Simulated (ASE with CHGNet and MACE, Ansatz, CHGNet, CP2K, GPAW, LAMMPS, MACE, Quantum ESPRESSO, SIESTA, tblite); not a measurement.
# Machine-learned potentials on glassy 63SiO2-14B2O3-11Na2O-11CaO (mol %) (111 atoms): settings against a plane-wave reference

Aim: run glassy 63SiO2-14B2O3-11Na2O-11CaO (mol %) (111 atoms) in machine-learned potentials and see how near its forces come to a plane-wave reference, and at what cost.

Program: ASE with CHGNet and MACE. Level of theory: the method is named at each step. Results are calculated unless marked as measured.

## 1. Set-up

The cell holds 111 atoms: 22 Si, 10 B, 8 Na, 4 Ca and 67 O. Cell: a = 11.245 Å, b = 11.245 Å, c = 11.245 Å, α = 90.0°, β = 90.0°, γ = 90.0°. 111 atoms (22 Si, 10 B, 8 Na, 4 Ca, 67 O) placed at random at 2.33 g/cm³, melted at 3000 K for 20 ps at fixed volume with the Buckingham and Coulomb pair potential of Guillot and Sator (Geochim. Cosmochim. Acta 71, 1249 (2007)) with the boron terms of Wang et al. (J. Non-Cryst. Solids 498, 294 (2018)). Quenched from 3000 K to 300 K at 30 K/ps and fixed volume, held 10 ps at zero pressure.

The yardstick, on the same geometry:

- method: Kohn-Sham DFT, PBE, PAW, plane waves (Ansatz 0.2.0); cutoff 420 eV, Γ point, fermi-dirac smearing of 0.05 eV; PAW set soft_2
- r.m.s. force component: 1.143 eV/Å
- longest force: 6.146 eV/Å
- pressure: -1.458 GPa
- gap (highest filled to lowest empty level): 2.191 eV
- SCF cycles: 11
- time: 26 s on 8 threads of Arm Neoverse N1, shared host
- CPU time: 3.2 min

## 2. CHGNet 0.3.0 potential

Method: machine-learned interatomic potential CHGNet 0.3.0, trained on PBE(+U) plane-wave data.

Contents of run.py:

```python
import numpy as np
from ase.io import read
import mlip  # loads the published weights by name

atoms = read("structure.xyz")
atoms.calc = mlip.calc("chgnet-0.3.0")
energy = atoms.get_potential_energy()
forces = atoms.get_forces()
print(f"energy {energy:.6f} eV")
print("forces (eV/A)")
for i, (a, f) in enumerate(zip(atoms, forces)):
    print(f"{i:4d} {a.symbol:2s} {f[0]:10.5f} {f[1]:10.5f} {f[2]:10.5f}")
stress = -atoms.get_stress(voigt=False) * 160.21766
print("stress (GPa, compression positive)")
for row in stress:
    print(" ".join(f"{x:10.4f}" for x in row))
```

Contents of structure.xyz:

```xyz
111
Lattice="11.24538 0.00000 0.00000 0.00000 11.24538 0.00000 0.00000 0.00000 11.24538" Properties=species:S:1:pos:R:3 pbc="T T T"
Si 1.18976 4.46003 8.39018
Si 6.16247 1.98593 1.28681
Si 9.72174 3.55838 3.71457
Si 3.18379 1.79443 0.18600
Si 9.29296 9.16060 10.29143
Si 7.94621 6.41875 6.77568
Si 5.49056 1.64138 4.34600
Si 9.45523 5.07583 1.04357
Si 1.44649 8.50814 2.91120
Si 4.57811 6.76387 11.05072
Si 7.30466 2.89152 8.33103
Si 0.81450 9.97994 9.44612
Si 5.81634 6.01853 4.47173
Si 2.85048 5.81139 3.82422
Si 0.43553 10.54367 4.88342
Si 5.53419 9.27463 4.40065
Si 8.85360 0.55698 0.23593
Si 4.74915 9.43825 1.46741
Si 10.04347 2.88894 9.96734
Si 2.59712 1.66465 5.58198
Si 1.69310 7.16556 9.81024
Si 2.84441 0.71869 8.49251
B 2.25200 10.63498 0.81383
B 0.99758 4.27516 5.35168
B 11.00642 7.64259 0.79471
B 7.61863 11.13360 5.03276
B 7.18917 3.43850 5.36675
B 6.81819 4.82798 1.91543
B 6.90882 7.85130 9.38213
B 3.47966 4.55325 1.23868
B 9.65630 11.06129 6.71732
B 9.72995 0.71667 3.07988
Na 8.30966 9.24438 1.90114
Na 4.25953 8.22375 8.06946
Na 4.62511 3.42051 9.77763
Na 0.03644 6.81065 6.41987
Na 1.15917 2.25110 2.71655
Na 2.33319 9.68733 6.58473
Na 4.67515 4.01606 7.02668
Na 9.68137 8.74013 4.10917
Ca 8.04090 5.56781 9.76864
Ca 6.06531 10.76374 7.34121
Ca 10.01289 3.30873 6.94222
Ca 5.85401 11.03712 10.28053
O 3.03232 4.91536 2.51390
O 4.69753 9.60299 3.07010
O 4.62894 9.67766 5.67329
O 1.48529 11.09278 8.45833
O 7.49988 1.47742 0.46095
O 9.85478 3.99267 11.14856
O 4.07353 10.90791 8.62948
O 1.57042 5.42196 4.72891
O 10.76498 0.05353 3.80600
O 6.47891 0.86848 5.37226
O 7.02072 9.97105 4.47341
O 3.89495 1.43750 4.68876
[... 51 atom lines left out ...]
O 8.36668 10.91758 6.25603
O 5.84254 7.63876 4.40245
O 5.95690 6.98012 10.17943
O 10.51162 9.59163 9.21154
```

Run with:

```sh
OMP_NUM_THREADS=1 python run.py > output.txt
```

What it wrote:

```text
CHGNet v0.3.0 initialized with 412,525 parameters
CHGNet will run on cpu
energy -862.480774 eV
forces (eV/A)
   0 Si    4.03092    0.86794    0.52394
   1 Si   -0.12311    0.10072    1.00490
   2 Si    0.13551   -0.25364    0.85206
   3 Si    0.08196   -0.38713   -0.11678
   4 Si    1.00821   -1.67344   -0.25693
   5 Si    1.36654    1.68726   -0.43311
   6 Si    0.56664    0.50509    0.13465
   7 Si    0.85899    1.90792    0.75065
   8 Si    0.63467    0.25370   -4.62233
   9 Si    0.94621    2.35447    0.21453
  10 Si   -6.18990    0.56326   -0.38211
  11 Si    2.11764   -0.38182    1.71609
  12 Si    1.49718    2.14178    0.47737
  13 Si   -0.71840    2.17002   -0.31259
  14 Si   -1.24607    2.71505    0.66986
  15 Si   -0.31553   -1.23511    1.28422
  16 Si    0.92127    0.96011    2.05842
  17 Si    0.40475   -0.01554   -1.37945
  18 Si    0.30947    0.35538   -0.23705
  19 Si   -1.83261    0.46035   -0.70696
  20 Si   -1.38590    1.50337    1.17103
  21 Si    1.34114   -1.04750    0.90176
  22 B     0.23185   -2.44173   -0.77518
  23 B     1.23780   -1.81288   -0.28367
[...]
103 O    -1.00396    0.45577    1.63888
 104 O    -1.29076   -0.92162   -1.00864
 105 O    -0.04241   -0.20792   -0.24637
 106 O     0.56001   -0.23586    0.25230
 107 O    -0.59334   -1.01472    0.61154
 108 O     0.11845    0.44060   -0.57441
 109 O    -0.24503   -1.19713    0.46115
 110 O    -1.56432   -0.18288    0.10201
stress (GPa, compression positive)
   -1.9032    -1.2393     0.9149
   -1.2393    -0.4525    -0.2557
    0.9149    -0.2557    -0.8963
```

The job ended after 8 s (1 thread of Arm Neoverse N1, shared host; peak memory 1.5 GiB).

Banners, paths, timers and routine set-up lines are dropped from the logs unmarked, and long logs keep their key lines alone; longer cuts are marked.

Numbers from this run, and their distance from the reference:

- r.m.s. force component: 1.041 eV/Å
- r.m.s. difference of force components: 237.9 meV/Å
- longest difference of force vectors: 1692 meV/Å
- force difference over r.m.s. force: 20.81 %
- slope of forces against the reference's: 0.8928
- correlation of force components: 0.9806
- pressure: -1.084 GPa
- pressure difference: 0.3738 GPa

Length of the force difference by element (eV/Å):

```tsv
element	atoms	mean	most
B	10	0.52	1.2
Ca	4	0.31	0.48
Na	8	0.18	0.39
O	67	0.27	0.83
Si	22	0.50	1.7
```

A closer look about Ca43, one of the 4 Ca atoms: 13 atoms, nearest first, numbered in the order of the input, with positions taken from that point.

```tsv
atom	x	y	z	distance (Å)	Fx	Fy	Fz (eV/Å)
Ca43	0.00	0.00	0.00	0.00	-0.65	-0.61	-0.51
O91	-1.00	2.09	0.50	2.37	0.80	-1.26	0.45
O63	0.91	0.61	-2.12	2.38	-1.33	-0.16	-0.42
O105	0.05	-2.34	0.48	2.39	-1.29	-0.92	-1.01
O95	2.12	1.15	-0.16	2.41	-1.48	0.46	0.28
O92	1.29	0.11	2.05	2.43	-1.43	-0.94	0.96
O93	-1.34	-0.25	2.13	2.53	3.65	0.38	1.25
O76	-2.57	-0.23	-0.25	2.59	0.80	0.00	-1.35
B24	2.23	0.97	-1.59	2.90	1.24	-1.81	-0.28
O81	-1.73	0.25	-2.45	3.01	-0.13	0.20	0.72
Si1	2.42	1.15	1.45	3.05	4.03	0.87	0.52
Si19	0.03	-0.42	3.03	3.05	0.31	0.36	-0.24
Si11	-2.71	-0.42	1.39	3.07	-6.19	0.56	-0.38
```

Atoms are counted from 1 here, from 0 in the log.

Forces lie 21 % from the reference's, at 0.037 times its CPU time (on 1 against 8 cores).

## 3. MACE MP-0b3 medium potential

Method: machine-learned interatomic potential MACE MP-0b3 medium, trained on PBE(+U) plane-wave data.

Edit run.py of step 2 so:

```diff
@@ -5,3 +5,3 @@
 atoms = read("structure.xyz")
-atoms.calc = mlip.calc("chgnet-0.3.0")
+atoms.calc = mlip.calc("mace-mp-0b3-medium")
 energy = atoms.get_potential_energy()
```

structure.xyz is that of step 2.

What it wrote:

```text
energy -814.097732 eV
forces (eV/A)
   0 Si    3.63652    0.87811    0.26826
   1 Si    0.00083    0.19342    1.01640
   2 Si    0.08593    0.00418    0.95191
   3 Si    0.31988   -0.38183   -0.04623
   4 Si    0.91206   -1.48301   -0.08244
   5 Si    1.65426    1.31386   -0.34828
   6 Si    0.62228    0.85113    0.12888
   7 Si    0.96491    1.66710    1.14778
   8 Si    0.64418    0.58480   -4.59544
   9 Si    0.86490    2.33947    0.20036
  10 Si   -6.23412    0.41587   -0.51214
  11 Si    2.27340   -0.33222    1.79976
  12 Si    1.55987    1.99762    0.29400
  13 Si   -0.76996    2.00256   -0.32794
  14 Si   -1.28428    3.14549   -0.00561
  15 Si   -0.32130   -1.17327    1.39067
  16 Si    1.14504    1.09600    2.21156
  17 Si    0.35359    0.06827   -1.42461
  18 Si    0.09544    0.49729   -0.16121
  19 Si   -1.90238    0.33982   -0.63921
  20 Si   -1.44665    1.52722    1.23316
  21 Si    1.55282   -1.01764    0.86948
  22 B     0.24557   -2.26123   -0.53883
  23 B     1.22393   -1.79564   -0.37129
[...]
103 O    -1.08898    0.62476    1.51497
 104 O    -1.10453   -1.22018   -0.75338
 105 O     0.06985   -0.34621   -0.23005
 106 O     0.44342   -0.22962    0.11072
 107 O    -0.39228   -0.95866    0.92720
 108 O     0.10467    0.50172   -0.51306
 109 O    -0.29586   -1.20772    0.43527
 110 O    -1.61054   -0.18557    0.00631
stress (GPa, compression positive)
   -2.0726    -1.1997     1.0014
   -1.1997    -0.3218    -0.2711
    1.0014    -0.2711    -1.0144
```

Run time: 14 s. Hardware: 1 thread; peak memory 1.2 GiB.

Compared with the plane-wave run:

```
r.m.s. force component                  : 1.037 eV/Å
r.m.s. difference of force components   : 220.7 meV/Å
longest difference of force vectors     : 1683 meV/Å
force difference over r.m.s. force      : 19.3 %
slope of forces against the reference's : 0.893
correlation of force components         : 0.9842
pressure                                : -1.136 GPa
pressure difference                     : 0.3215 GPa
```

Against the first run (21 %), the force difference from the reference is 19 %, at 1.9 times the CPU time.

## 4. MACE MP-0b2 small potential

Method: machine-learned interatomic potential MACE MP-0b2 small, trained on PBE(+U) plane-wave data.

Edit run.py of step 3 so:

```diff
@@ -5,3 +5,3 @@
 atoms = read("structure.xyz")
-atoms.calc = mlip.calc("mace-mp-0b3-medium")
+atoms.calc = mlip.calc("mace-mp-0b2-small")
 energy = atoms.get_potential_energy()
```

structure.xyz is that of step 3.

What it wrote:

```text
energy -814.146175 eV
forces (eV/A)
   0 Si    3.52083    0.92349    0.19858
   1 Si    0.03455    0.24449    0.98191
   2 Si    0.29501    0.08269    1.05698
   3 Si    0.26765   -0.21928   -0.12929
   4 Si    0.70525   -1.48949   -0.20281
   5 Si    1.50374    1.39945   -0.58599
   6 Si    0.50952    0.66245    0.14855
   7 Si    1.00500    1.76914    1.03153
   8 Si    0.58385    0.17236   -4.50510
   9 Si    0.78386    2.30273    0.07823
  10 Si   -6.05189    0.30941   -0.47724
  11 Si    2.12960   -0.18498    1.57955
  12 Si    1.38783    1.97626    0.21998
  13 Si   -0.89874    1.93370   -0.18833
  14 Si   -1.18936    3.16264    0.26480
  15 Si   -0.21779   -1.20617    1.34827
  16 Si    1.06666    0.89685    2.07624
  17 Si    0.46274    0.08284   -1.45950
  18 Si    0.13978    0.37610   -0.17329
  19 Si   -1.90442    0.39368   -0.70753
  20 Si   -1.31597    1.43023    1.23948
  21 Si    1.43682   -1.10426    1.01346
  22 B     0.44241   -2.03509   -0.55905
  23 B     1.29241   -1.74802   -0.36829
[...]
103 O    -1.04823    0.54781    1.63087
 104 O    -1.18752   -1.20525   -1.01490
 105 O     0.04097   -0.35559   -0.23012
 106 O     0.45910   -0.20239    0.16483
 107 O    -0.50242   -0.91403    0.79001
 108 O     0.14655    0.41841   -0.54787
 109 O    -0.12579   -1.20236    0.33425
 110 O    -1.61028   -0.25832    0.03597
stress (GPa, compression positive)
   -2.3951    -1.2457     0.9768
   -1.2457    -0.7300    -0.2395
    0.9768    -0.2395    -1.1398
```

It took 10 s on 1 thread; peak memory 0.68 GiB.

Against the reference:

```yaml
r_m_s_force_component: 1.026 eV/Å
r_m_s_difference_of_force_components: 241.8 meV/Å
longest_difference_of_force_vectors: 1720 meV/Å
force_difference_over_r_m_s_force: 21.15 %
slope_of_forces_against_the_reference_s: 0.8802
correlation_of_force_components: 0.981
pressure: -1.422 GPa
pressure_difference: 0.0362 GPa
```

Against the first run (21 %), the force difference from the reference is 21 %, at 1.4 times the CPU time.

## 5. The ladder

Differences are against the plane-wave reference, forces as r.m.s. over components; share is that over the reference's r.m.s. force, slope the least-squares factor from reference forces to these. Total energies of different programs have different zeros and aren't compared.

```tsv
run	Δ force, r.m.s. (meV/Å)	share (%)	slope	Δ pressure (GPa)	cores	CPU time	memory (GiB)
reference	-	-	-	-	8	3.2 min	2.1
CHGNet 0.3.0 potential	238	20.8	0.893	0.374	1	7.1 s	1.5
MACE MP-0b3 medium potential	221	19.3	0.893	0.322	1	14 s	1.2
MACE MP-0b2 small potential	242	21.1	0.880	0.0362	1	10 s	0.68
```

Times of the machine-learned potentials are mostly Python's start and the loading of weights.

CPU time is summed over cores on a shared host, where runs went side by side, so it is rough. Symmetry, cutoffs, thresholds, outputs and thread counts weren't matched or tuned between programs; memory under MPI is the largest rank's times the ranks.

## 6. Outcome

```
nearest in forces : MACE MP-0b3 medium potential, 19 %
its CPU time      : 14 s
```

Machine-learned potentials differ by 19 % (MACE MP-0b3 medium potential) to 21 % (MACE MP-0b2 small potential); they were trained on other programs' data. Machine-learned potentials mimic data converged in k, so the reference's own k-point error enters their differences. The quench rate of 30 K/ps is many orders above laboratory rates, so the cell is likely richer in defects and strain than a real sample. The network of bonds at the start is that of the classical potential that made the cell, and needn't be the one that DFT or experiment would give. The electronic-structure runs sample only Γ, in a cell whose shortest periodic width is 11 Å.

[Also dropped from logs without a mark: logging warnings of Python, and SIESTA's first energy breakdown and zero terms.]

[Logs are printed without paths, hosts, clocks, repeated set-up lines and the standing remarks that a program may print on its own settings, such as how far it seeks lower states.]

[Hosts, paths, dates, database ids (printed as entryN), source tags and the programs' standing remarks are cut or masked in the printed files.]
